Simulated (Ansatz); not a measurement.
**Work function of Fe(110): what the settings cost and change**

How far do cutoff, k-mesh and smearing move the work function of Fe(110)?

Method: plane-wave DFT, PBE, Ansatz PAW, in Ansatz 0.2.0.

Experimental background.

“Anisotropic work function of elemental crystals” (2019, arxiv:1902.07811) quotes from earlier work for Fe (clean (110) face, a compiled value): work function (clean (110) face, a compiled value) 5.12 eV.

## (1) The starting structure

The cell holds 7 atoms: 7 Fe. Cell: a = 2.485 Å, b = 2.485 Å, c = 30.176 Å, α = 90.0°, β = 90.0°, γ = 70.5°. Vacuum lies along c.

Coordinates:

```cif
data_structure
_symmetry_space_group_name_H-M 'P 1'
_symmetry_Int_Tables_number 1
_cell_length_a 2.4855
_cell_length_b 2.4855
_cell_length_c 30.1764
_cell_angle_alpha 90.000
_cell_angle_beta 90.000
_cell_angle_gamma 70.529
_cell_volume 175.76
loop_
_atom_site_label
_atom_site_type_symbol
_atom_site_fract_x
_atom_site_fract_y
_atom_site_fract_z
_atom_site_occupancy
Fe1 Fe 0.00000 0.00000 0.29825 1
Fe2 Fe 0.50000 0.50000 0.36550 1
Fe3 Fe 0.00000 0.00000 0.43275 1
Fe4 Fe 0.50000 0.50000 0.50000 1
Fe5 Fe 0.00000 0.00000 0.56725 1
Fe6 Fe 0.50000 0.50000 0.63450 1
Fe7 Fe 0.00000 0.00000 0.70175 1
```

## (2) Run, setting cutoff 200 eV

A work function rests on the faint tail of the density, so the SCF threshold is tight. The cutoff is raised first; then mesh and smearing are varied at the default cutoff.

input.yaml reads:

```yaml
crystal:
  lattice:
    - [2.029396462, -1.435, 0.0]
    - [2.029396462, 1.435, 0.0]
    - [0.0, 0.0, 30.176378772]
  atoms:
    - { symbol: Fe, position: [0.0, 0.0, 0.2982465215], spin: 2.5 }
    - { symbol: Fe, position: [0.5, 0.5, 0.365497681], spin: 2.5 }
    - { symbol: Fe, position: [0.0, 0.0, 0.4327488405], spin: 2.5 }
    - { symbol: Fe, position: [0.5, 0.5, 0.5], spin: 2.5 }
    - { symbol: Fe, position: [0.0, 0.0, 0.5672511595], spin: 2.5 }
    - { symbol: Fe, position: [0.5, 0.5, 0.634502319], spin: 2.5 }
    - { symbol: Fe, position: [0.0, 0.0, 0.7017534785], spin: 2.5 }
magnetization:
  spin_polarized: true
kpoints:
  mp_grid: { grid: [17, 17, 1] }
hamiltonian:
  xc: pbe
scf:
  occupations: { method: fermi_dirac, width: 0.1 }
  convergence: { dr2_threshold: 1.0e-09 }
efield:
  axis: 3
  dipole_correction: true
  ramp_position: 0.97
  ramp_width: 0.06
basis:
  ecutwfc: "200 eV"
output:
  write_potential: true
  write_density: true
  volumetric_format: npy
  elf: true
```

The run is started by

```console
$ ansatz run input.yaml --threads 4 --pin off --max-ram 6144MiB --backend cpu --events-out ev --progress --plain --runs-dir out
```

The program printed:

```text
Warning: basis.ecutwfc = 200 eV is below the records' recommended 420 eV, and the density's cutoff is lower with it unless basis.ecutrho_ratio is high enough to keep the records' density cutoff: compare with a run at a higher cutoff
Engine: ansatz 0.2.0, aarch64-unknown-linux-gnu
Pseudopotentials: kind: paw
Pseudopotential: Fe, paw, valence charge 16, recommended cutoff 420 eV (normal), Fe.paw.azcp
Functional definition: PBE
  parameter kappa = 0.804
  parameter beta = 0.066725
  exchange = pbe_x(kappa = kappa, mu = beta*pi^2/3)
  correlation = pbe_c(beta = beta)
Crystal: 7 atoms, lattice volume = 175.758 Å³
Basis set: ecut = 200 eV, 1123 PW (Γ)
Bands: 78, of which v1, the nominal top of the filled ones, is band 56 counted from 1 (55 counted from 0)
Symmetry: 4 space group operations
k-points: 81 of 289
Non-local potential: Fe, projectors of the file, l = 0: 3, l = 1: 2, l = 2: 3, l = 3: 1
PAW form: soft (Blöchl's): semilocal exchange-correlation on the pseudo side does not see the compensation charge
PAW one-centre angular grid: Fe, 590 points (default); XC on 64 Gauss nodes
Initial density: superposition of atomic densities (neutral atoms: chi_scale 0, normalization atom)
Starting moments: Σ|m| = 17.5 μB on 7 of 7 sites
Initial wavefunctions: pseudopotential atomic-orbital guess
Functional: x = pbe(κ = 0.804, μ = 0.219515), c = pbe(β = 0.066725)
SCF iter   1: F=—  HF=-31267.842836 eV  |F-HF|=—  |Δ(HF+E_count)|=         —  Δρ=1.17e-1 (↑1.17e-1 ↓1.11e-1)  dr2=4.38e1  dr2_m=1.45e0  M=16.262 μB ∫|m|=16.594 μB  β_m=1.00  ethr=3.10e-3  p=0.000 e·Å  D=1.11e-13 V/Å  ΔV_dip=-0.00 eV  dr2_dipole=2.61e-7  V_vac-E_F(+/−)=6.18/6.18 eV  ⟨swp⟩=9.0  Hψ=57350  notcnv=0  defer=240
Mixer restart at iter 1: flushing history
efield: sawtooth ramp at fractional position 0.9700 (set: `efield.ramp_position`, or a place that a band, a saddle search or an elastic batch's reference lends), width 0.0600; the density the first Hamiltonian is built on has a dipole p = 0.000 e·Å; the dipole correction subtracts the counter field D = 1.11e-13 V/Å, which shifts the + side's vacuum level by -0.00 eV against the − side's; the planar-averaged density in the ramp window peaks in size at 1.5e-4 e/Å³
preconditioner: auto → LDOS  [metal: Δε(μ)=0.003 eV  Ē_g=6.494 eV  σ=0.100 eV  W_gap=0.01  n_scr=24 (ndim 8)  ℏωp=21.0 eV  f_vac=0.483  D(μ)=12.29/eV (n_scr^D=160)]
spin=Collinear: LDOS preconditioning applied to the charge; magnetization (m = ρ↑ − ρ↓) channel mixes plain (no charge-response kernel on spin).
SCF iter   2: F=—  HF=-31241.943293 eV  |F-HF|=—  |Δ(HF+E_count)|=    2.59e1  Δρ=7.31e-2 (↑7.31e-2 ↓6.68e-2)  dr2=1.38e0  dr2_m=7.27e0  M=20.649 μB ∫|m|=21.452 μB  β_m=0.31  ethr=3.10e-3  p=-0.000 e·Å  D=-2.41e-5 V/Å  ΔV_dip=0.00 eV  dr2_dipole=6.07e-8  V_vac-E_F(+/−)=5.88/5.89 eV  ⟨swp⟩=3.1  Hψ=32710  notcnv=0  defer=646
density mixer auto → msr1: a metal under ldos (density of states about μ 3.29 of a free-electron gas's, 24 screened modes)
SCF iter   3: F=—  HF=-31243.830404 eV  |F-HF|=—  |Δ(HF+E_count)|=    1.89e0  Δρ=5.92e-2 (↑5.92e-2 ↓3.62e-2)  dr2=2.09e0  dr2_m=3.33e0  M=20.365 μB ∫|m|=21.221 μB  β_m=0.66  ethr=1.23e-3  p=-0.000 e·Å  D=-2.58e-5 V/Å  ΔV_dip=0.00 eV  dr2_dipole=9.94e-9  V_vac-E_F(+/−)=6.10/6.10 eV  ⟨swp⟩=2.2  Hψ=21448  notcnv=0  defer=644
SCF iter   4: F=—  HF=-31248.102389 eV  |F-HF|=—  |Δ(HF+E_count)|=    4.27e0  Δρ=1.40e-2 (↑1.40e-2 ↓5.40e-3)  dr2=3.14e-1  dr2_m=9.66e-2  M=19.670 μB ∫|m|=20.663 μB  β_m=0.68  ethr=1.23e-3  p=-0.000 e·Å  D=-1.49e-5 V/Å  ΔV_dip=0.00 eV  dr2_dipole=2.45e-7  V_vac-E_F(+/−)=6.16/6.17 eV  ⟨swp⟩=2.8  Hψ=20992  notcnv=0  defer=650
SCF iter   5: F=—  HF=-31248.386967 eV  |F-HF|=—  |Δ(HF+E_count)|=   2.85e-1  Δρ=4.12e-3 (↑4.12e-3 ↓2.74e-3)  dr2=2.77e-1  dr2_m=3.87e-3  M=19.475 μB ∫|m|=20.519 μB  β_m=0.60  ethr=2.80e-4  p=-0.000 e·Å  D=-1.12e-5 V/Å  ΔV_dip=0.00 eV  dr2_dipole=2.55e-7  V_vac-E_F(+/−)=6.00/6.01 eV  ⟨swp⟩=2.8  Hψ=24695  notcnv=0  defer=691
SCF iter   6: F=—  HF=-31248.387371 eV  |F-HF|=—  |Δ(HF+E_count)|=   4.03e-4  Δρ=1.01e-3 (↑1.01e-3 ↓9.98e-4)  dr2=1.69e-2  dr2_m=9.91e-4  M=19.436 μB ∫|m|=20.511 μB  β_m=0.71  ethr=2.48e-4  p=-0.000 e·Å  D=-8.14e-6 V/Å  ΔV_dip=0.00 eV  dr2_dipole=5.71e-9  V_vac-E_F(+/−)=5.84/5.85 eV  ⟨swp⟩=2.1  Hψ=17477  notcnv=0  defer=686
SCF iter   7: F=—  HF=-31248.390037 eV  |F-HF|=—  |Δ(HF+E_count)|=   2.67e-3  Δρ=5.14e-4 (↑4.93e-4 ↓5.14e-4)  dr2=1.34e-3  dr2_m=1.36e-4  M=19.411 μB ∫|m|=20.516 μB  β_m=0.69  ethr=1.51e-5  p=-0.000 e·Å  D=-3.28e-6 V/Å  ΔV_dip=0.00 eV  dr2_dipole=6.49e-9  V_vac-E_F(+/−)=5.63/5.64 eV  ⟨swp⟩=2.0  Hψ=17949  notcnv=0  defer=686
SCF iter   8: F=—  HF=-31248.390218 eV  |F-HF|=—  |Δ(HF+E_count)|=   1.81e-4  Δρ=2.35e-4 (↑2.25e-4 ↓2.35e-4)  dr2=4.65e-4  dr2_m=2.28e-5  M=19.406 μB ∫|m|=20.515 μB  β_m=0.68  ethr=1.19e-6  p=-0.000 e·Å  D=-2.31e-6 V/Å  ΔV_dip=0.00 eV  dr2_dipole=1.92e-9  V_vac-E_F(+/−)=5.59/5.60 eV  ⟨swp⟩=3.0  Hψ=23961  notcnv=0  defer=686
SCF iter   9: F=—  HF=-31248.390362 eV  |F-HF|=—  |Δ(HF+E_count)|=   1.43e-4  Δρ=8.04e-5 (↑8.04e-5 ↓7.43e-5)  dr2=7.92e-5  dr2_m=2.90e-6  M=19.404 μB ∫|m|=20.516 μB  β_m=0.65  ethr=4.15e-7  p=-0.000 e·Å  D=-1.40e-6 V/Å  ΔV_dip=0.00 eV  dr2_dipole=2.33e-9  V_vac-E_F(+/−)=5.56/5.57 eV  ⟨swp⟩=2.0  Hψ=18143  notcnv=0  defer=687
SCF iter  10: F=—  HF=-31248.390383 eV  |F-HF|=—  |Δ(HF+E_count)|=   2.12e-5  Δρ=4.61e-5 (↑4.44e-5 ↓4.61e-5)  dr2=7.91e-6  dr2_m=2.02e-6  M=19.404 μB ∫|m|=20.516 μB  β_m=0.74  ethr=7.07e-8  p=-0.000 e·Å  D=-8.41e-7 V/Å  ΔV_dip=0.00 eV  dr2_dipole=4.89e-11  V_vac-E_F(+/−)=5.55/5.56 eV  ⟨swp⟩=2.2  Hψ=17878  notcnv=0  defer=686
SCF iter  11: F=—  HF=-31248.390391 eV  |F-HF|=—  |Δ(HF+E_count)|=   8.12e-6  Δρ=2.93e-5 (↑2.93e-5 ↓1.83e-5)  dr2=2.36e-6  dr2_m=3.73e-7  M=19.404 μB ∫|m|=20.516 μB  β_m=0.80  ethr=7.07e-9  p=-0.000 e·Å  D=-4.02e-7 V/Å  ΔV_dip=0.00 eV  dr2_dipole=1.38e-10  V_vac-E_F(+/−)=5.54/5.55 eV  ⟨swp⟩=3.0  Hψ=25430  notcnv=0  defer=686
SCF iter  12: F=—  HF=-31248.390393 eV  |F-HF|=—  |Δ(HF+E_count)|=   2.00e-6  Δρ=1.49e-5 (↑7.15e-6 ↓1.49e-5)  dr2=5.53e-7  dr2_m=5.60e-8  M=19.405 μB ∫|m|=20.516 μB  β_m=0.80  ethr=2.11e-9  p=-0.000 e·Å  D=-1.18e-7 V/Å  ΔV_dip=0.00 eV  dr2_dipole=2.39e-10  V_vac-E_F(+/−)=5.54/5.55 eV  ⟨swp⟩=3.1  Hψ=24808  notcnv=0  defer=686
SCF iter  13: F=—  HF=-31248.390393 eV  |F-HF|=—  |Δ(HF+E_count)|=   2.08e-7  Δρ=6.17e-6 (↑6.17e-6 ↓5.84e-6)  dr2=1.56e-7  dr2_m=5.72e-9  M=19.405 μB ∫|m|=20.516 μB  β_m=0.65  ethr=4.94e-10  p=-0.000 e·Å  D=-3.13e-8 V/Å  ΔV_dip=0.00 eV  dr2_dipole=3.15e-10  V_vac-E_F(+/−)=5.54/5.55 eV  ⟨swp⟩=3.1  Hψ=24149  notcnv=0  defer=686
SCF iter  14: F=—  HF=-31248.390393 eV  |F-HF|=—  |Δ(HF+E_count)|=   3.69e-9  Δρ=2.21e-6 (↑2.21e-6 ↓1.73e-6)  dr2=1.59e-8  dr2_m=2.17e-9  M=19.405 μB ∫|m|=20.516 μB  β_m=0.60  ethr=1.39e-10  p=-0.000 e·Å  D=-1.17e-8 V/Å  ΔV_dip=0.00 eV  dr2_dipole=2.06e-11  V_vac-E_F(+/−)=5.54/5.55 eV  ⟨swp⟩=3.4  Hψ=26495  notcnv=0  defer=686
SCF iter  15: F=—  HF=-31248.390393 eV  |F-HF|=—  |Δ(HF+E_count)|=   3.24e-8  Δρ=9.19e-7 (↑6.27e-7 ↓9.19e-7)  dr2=1.76e-9  dr2_m=6.87e-10  M=19.405 μB ∫|m|=20.516 μB  β_m=0.80  ethr=1.42e-11  p=-0.000 e·Å  D=-3.47e-9 V/Å  ΔV_dip=0.00 eV  dr2_dipole=1.09e-12  V_vac-E_F(+/−)=5.54/5.55 eV  ⟨swp⟩=3.2  Hψ=25719  notcnv=0  defer=686
SCF iter  16: F=—  HF=-31248.390393 eV  |F-HF|=—  |Δ(HF+E_count)|=   3.56e-8  Δρ=4.07e-7 (↑2.15e-7 ↓4.07e-7)  dr2=6.87e-10  dr2_m=7.74e-11  M=19.405 μB ∫|m|=20.516 μB  β_m=0.80  ethr=1.57e-12  p=0.000 e·Å  D=7.15e-10 V/Å  ΔV_dip=-0.00 eV  dr2_dipole=6.18e-12  V_vac-E_F(+/−)=5.54/5.55 eV  ⟨swp⟩=4.1  Hψ=30535  notcnv=0  defer=686
SCF iter  17: F=—  HF=-31248.390393 eV  |F-HF|=—  |Δ(HF+E_count)|=   1.04e-8  Δρ=4.49e-7 (↑1.39e-7 ↓4.49e-7)  dr2=2.12e-9  dr2_m=6.40e-11  M=19.405 μB ∫|m|=20.516 μB  β_m=0.80  ethr=1.00e-12  p=0.000 e·Å  D=2.16e-10 V/Å  ΔV_dip=-0.00 eV  dr2_dipole=1.14e-11  V_vac-E_F(+/−)=5.54/5.55 eV  ⟨swp⟩=3.5  Hψ=28282  notcnv=0  defer=686
SCF iter  18: F=-31248.390393 eV  HF=-31248.390393 eV  |F-HF|=5.71e-10  |Δ(HF+E_count)|=   4.37e-9  Δρ=2.72e-7 (↑6.77e-8 ↓2.72e-7)  dr2=8.69e-10  dr2_m=2.65e-11  M=19.405 μB ∫|m|=20.516 μB  ethr=1.00e-12  p=0.000 e·Å  D=2.54e-9 V/Å  ΔV_dip=-0.00 eV  dr2_dipole=1.79e-12  V_vac-E_F(+/−)=5.54/5.55 eV  ⟨swp⟩=10.1  Hψ=57943  notcnv=0
WARN: efield: at this solve's end the planar-averaged density reaches 3.15e-4 e/Å³ inside the ramp window [0.9369, 0.0631] (bound 1e-5 e/Å³); by the running means of the window's planes the mean density over a ramp is at most 2.17e-4 e/Å³, which is held to the bound (the quickstart, § The vacuum guard, A window that rings); the window's nearer edge stands 7.09 Å from this solve's nearest atom along the axis. Its work [...]
SCF 1 converged in 18 iterations: F = -31248.390393 eV  dr2 = 8.69e-10
  greatest PAW one-centre occupation: 1.066 electrons in one spin orbital (limit 2), on the Fe atom at site 6 (counted from 0), in its partial waves of l = 1
WARN: The output density's exchange-correlation potential varies sharply where the density is thin. Do not read a vacuum level from v_tot or v_xc, or from such a field of the output density. On a cell that repeats whose density bears no net charge and no dipole along the vacuum's axis use v_es (v_loc + v_h of the components); under efield.dipole_correction with no amplitude use v_es + v_field, which holds any externa [...]
SCF converged after 18 iterations
Magnetization: 19.4047 μB (65.7023 up, 46.2977 down)
Absolute magnetization: 20.5164 μB (∫|ρ↑−ρ↓|, with the PAW one-centre terms)
Spin contamination: 0.3821 ħ² per cell (⟨S²⟩ above its minimum at these occupations)
Per-site moments (μB) at R_I (Å): [(2.890009, 1.025266), (2.794425, 1.025266), (2.801320, 1.025266), (2.807405, 1.025266), (2.801320, 1.025266), (2.794426, 1.025266), (2.890009, 1.025266)]
Free energy (F): -31248.390393 eV
Harris-Foulkes:  -31248.390393 eV  (|F-HF|=5.71e-10)
Internal energy: -31248.006960 eV  (E = F + TS)
E sigma→0 (E₀):  -31248.198677 eV
Entropy (-TS):   -0.383433 eV (-54.776 meV/atom)
Fermi energy:    5.700660 eV
Dipole field:    D = 0.000002 V/Å  (p = 0.000002 e·Å, saw-weighted, corrected)
Work function:   Φ+ = 5.5392 eV (in doubt: plateau slope 6.5e-2 eV/Å)   Φ− = 5.5491 eV (in doubt: plateau slope 5.8e-2 eV/Å)
Levels:          The Fermi level and band energies are counted from a zero that moves with the ramp; work functions are not
Vacuum region:   at the solve's end the planar-averaged density reaches 3.15e-4 e/Å³ inside the ramp window [0.9369, 0.0631] (bound 1e-5 e/Å³); by the running means of the window's planes the mean density over a ramp is at most 2.17e-4 e/Å³, which is held to the bound (the quickstart, § The vacuum guard, A window that rings)
--- Per-component energies (eV) ---
  E_band       = -3030.267605
  E_kinetic    = 2669.037491
  E_local      = -293103.895482  (includes V_loc(G=0)·N_el)
  E_nonlocal   = 1735.178320
  E_hartree    = 144700.074712
  E_xc         = -839.692913
  E_vxc        = -1080.599030  (∫ρ·V_xc dr)
  E_paw        = -9810.880910  (= ΣΔE_a)
  E_vpaw       = -2650.268579  (= ΣTr[D̂ρ^β])
  E_aug_tail   = 0.118494  (compensation charges beyond the density's cutoff)
  E_efield     = 0.000000  (sawtooth field / dipole correction)
  E_vefield    = 0.000000  (∫n·V_field dr)
  E_ewald      = 123402.053327
  E_smearing   = -0.383433  (= −TS)
  E_closure    = -0.000000  (closes the sum)
  Σ components = -31248.390393   (vs F -31248.390393, Δ=0.00e0)
--- Band table (eV; the first three rows and the last of 162) ---
  k-point 0 ↑: bands = [... 52 lower, 3.3994, 3.4428, 3.4939, 3.5702, 3.7676, 3.8631, 3.8828, 4.1107, ... 18 higher]
  k-point 1 ↑: bands = [... 52 lower, 3.3989, 3.4159, 3.4618, 3.5906, 3.6808, 3.8262, 3.9381, 3.9520, ... 18 higher]
  k-point 2 ↑: bands = [... 52 lower, 3.5033, 3.5232, 3.5283, 3.5417, 3.7055, 3.7387, 3.8283, 3.8350, ... 18 higher]
  k-point 80 ↓: bands = [... 52 lower, 6.8531, 6.8983, 7.1567, 7.1981, 7.2022, 7.2445, 7.2450, 7.2553, ... 18 higher]
```

Wall time 2.4 min (4 threads of Arm Neoverse N1, shared host); peak memory 0.99 GiB.

This step gave:

```yaml
energy_at_zero_smearing: -31248.1987 eV
total_moment: 19.40 μB
site_moments: 2.890, 2.794, 2.801, 2.807, 2.801, 2.794, 2.890 μB
work_function_upper_face: 5.539 eV
```

Running mean over 2.029 Å of the planar mean; the ramp of the sawtooth is left out. Table of electron's electrostatic potential energy less the Fermi level by z:

```csv
z (Å),electron's electrostatic potential energy less the Fermi level (eV)
4,5.32
5,5.15
6,4.87
7,3.80
8,-3.26
9,-9.42
10,-9.57
11,-9.56
12,-9.53
13,-9.52
14,-9.51
15,-9.51
16,-9.51
17,-9.51
18,-9.52
19,-9.55
20,-9.57
21,-9.53
22,-5.11
23,3.28
24,4.78
25,5.12
26,5.30
27,5.42
```

Site moment by atom:

```csv
atom,site moment (μB)
Fe1,2.89
Fe2,2.79
Fe3,2.80
Fe4,2.81
Fe5,2.80
Fe6,2.79
Fe7,2.89
```

Spin density in the ca plane at fractional y = 0.000, with atoms of Fe within 0.2 Å of it.

Values in e/Å³, 5 rows by 16 columns, each cell a mean:
```
0.0 0.0 0.8 1.5 0.0 0.0 0.6 1.7 0.0 0.0 0.5 1.9 0.1 0.0 0.0 0.0
0.0 0.0 0.1 0.1 0.0 0.0 0.1 0.2 0.0 0.0 0.0 0.2 0.0 0.0 0.0 0.0
0.0 0.0 0.0 0.0 0.0 0.0 0.0 0.0 0.0 0.0 0.0 0.0 0.0 0.0 0.0 0.0
0.0 0.0 0.3 0.5 0.0 0.0 0.2 0.5 0.0 0.0 0.2 0.6 0.0 0.0 0.0 0.0
0.0 0.0 1.3 2.6 0.0 0.0 1.0 2.9 0.0 0.0 0.8 3.3 0.1 0.0 0.0 0.0
```
Columns run along c (16.0 Å, from fractional 0.34 to 0.87 of the cell), rows up along a (2.5 Å). Atoms in or near the plane, at fractional coordinates: Fe at (0.43, 0.00), Fe at (0.57, 0.00), Fe at (0.70, 0.00).

ELF in the ca plane at fractional y = 0.000, with atoms of Fe within 0.2 Å of it. It is the smooth field of the valence electrons, not physical close to the nuclei.

Ten even steps from '0' (0.00) to '9' (0.85), each cell a mean:
```
24334226873143342268741332431588510000000000
23223214542232233135521321331355300000000000
43113421211431124212213321243122111000000000
53113542113531125521135421245211341000000000
43113421112431124311114321244111121000000000
33113313431232133124312321231244201000000000
24334226863143242258741332431477510000000000
24334137984133342269851343432599610000000000
```
Columns run along c (16.0 Å, from fractional 0.34 to 0.87 of the cell), rows up along a (2.5 Å). Atoms in or near the plane, at fractional coordinates: Fe at (0.43, 0.00), Fe at (0.57, 0.00), Fe at (0.70, 0.00).

Electrostatic potential energy in the ca plane at fractional y = 0.000, with atoms of Fe within 0.2 Å of it. With pseudopotentials it is smooth inside the atoms' cores, unlike the true potential.

Ten even steps from '0' (-49 eV) to '9' (11 eV), each cell a mean:
```
89999851014899998620038999997200279999999999
89889873236899899742368998998522589999999999
99889987678998889887789988899877899999999999
98889998889998889988899988899888899999999999
99889988788998889987789988899877899999999999
99889985457998899864478988998644689999999999
89999861015899998720148999997300379999999999
89999850004899998610027999987200179999999999
```
Columns run along c (16.0 Å, from fractional 0.34 to 0.87 of the cell; values clipped at the 3rd and 97th percentile), rows up along a (2.5 Å). Atoms in or near the plane, at fractional coordinates: Fe at (0.43, 0.00), Fe at (0.57, 0.00), Fe at (0.70, 0.00).

The work function is 5.539 eV. The program marks this work function as in doubt.

## (3) Slab

Edit input.yaml of step 2 so:

```diff
@@ -28,3 +28,3 @@
 basis:
-  ecutwfc: "200 eV"
+  ecutwfc: "300 eV"
 output:
@@ -33,2 +33 @@
   volumetric_format: npy
-  elf: true
```

The program printed:

```text
[...]
Crystal: 7 atoms, lattice volume = 175.758 Å³
Basis set: ecut = 300 eV, 2089 PW (Γ)
Bands: 78, of which v1, the nominal top of the filled ones, is band 56 counted from 1 (55 counted from 0)
Symmetry: 4 space group operations
k-points: 81 of 289
[...]
k-point 1 ↑: bands = [... 52 lower, 4.6000, 4.6007, 4.6363, 4.6442, 4.6965, 4.7370, 4.7743, 4.7834, ... 18 higher]
  k-point 2 ↑: bands = [... 52 lower, 4.4981, 4.5348, 4.5933, 4.6112, 4.6148, 4.7064, 4.7235, 4.7608, ... 18 higher]
  k-point 80 ↓: bands = [... 52 lower, 7.3824, 7.6575, 7.7407, 8.0740, 8.1372, 8.1843, 8.2410, 8.2668, ... 18 higher]
[key lines of the parts left out:]
SCF converged after 18 iterations
Magnetization: 16.7288 μB (64.3644 up, 47.6356 down)
Free energy (F): -31359.026792 eV
Fermi energy:    5.887293 eV
Dipole field:    D = -0.000002 V/Å  (p = -0.000002 e·Å, saw-weighted, corrected)
Work function:   Φ+ = 4.7525 eV   Φ− = 4.7527 eV
```

It took 3.7 min on 4 threads; peak memory 1.5 GiB.

The work function is 4.753 eV, -0.787 eV from the run “cutoff 200 eV”, at 1.6 times its CPU time.

## (4) Run

Edit input.yaml of step 3 so:

```diff
@@ -28,3 +28,3 @@
 basis:
-  ecutwfc: "300 eV"
+  ecutwfc: "420 eV"
 output:
```

The program printed:

```text
[...]
Crystal: 7 atoms, lattice volume = 175.758 Å³
Basis set: ecut = 420 eV, 3403 PW (Γ)
Bands: 78, of which v1, the nominal top of the filled ones, is band 56 counted from 1 (55 counted from 0)
Symmetry: 4 space group operations
k-points: 81 of 289
[...]
k-point 1 ↑: bands = [... 52 lower, 4.6280, 4.6390, 4.6517, 4.6782, 4.7408, 4.7594, 4.8114, 4.8125, ... 18 higher]
  k-point 2 ↑: bands = [... 52 lower, 4.5317, 4.5597, 4.6267, 4.6316, 4.6495, 4.7351, 4.7489, 4.7957, ... 18 higher]
  k-point 80 ↓: bands = [... 52 lower, 7.4261, 7.6876, 7.7631, 8.0835, 8.1431, 8.1864, 8.2534, 8.3080, ... 18 higher]
[key lines of the parts left out:]
SCF converged after 18 iterations
Magnetization: 16.7348 μB (64.3674 up, 47.6326 down)
Free energy (F): -31361.652901 eV
Fermi energy:    5.909765 eV
Dipole field:    D = -0.000008 V/Å  (p = -0.000008 e·Å, saw-weighted, corrected)
Work function:   Φ+ = 4.7377 eV   Φ− = 4.7375 eV
```

Run time: 5.1 min. Hardware: 4 threads; peak memory 2.2 GiB.

The work function is 4.738 eV, -0.801 eV from the run “cutoff 200 eV”, at 2.2 times its CPU time.

(Continued in part 2 of 2.)

[Long decimals in the printed logs are rounded to 6 places.]

[Logs are printed without paths, hosts, clocks, repeated set-up lines and the standing remarks that a program may print on its own settings, such as how far it seeks lower states.]

[Hosts, paths, dates, database ids (printed as entryN), source tags and the programs' standing remarks are cut or masked in the printed files.]

[Maps of the electrostatic potential energy from Ansatz leave out the sawtooth potential of an applied field or a dipole correction, so their vacuum need not be flat; planar profiles and work functions include it.]
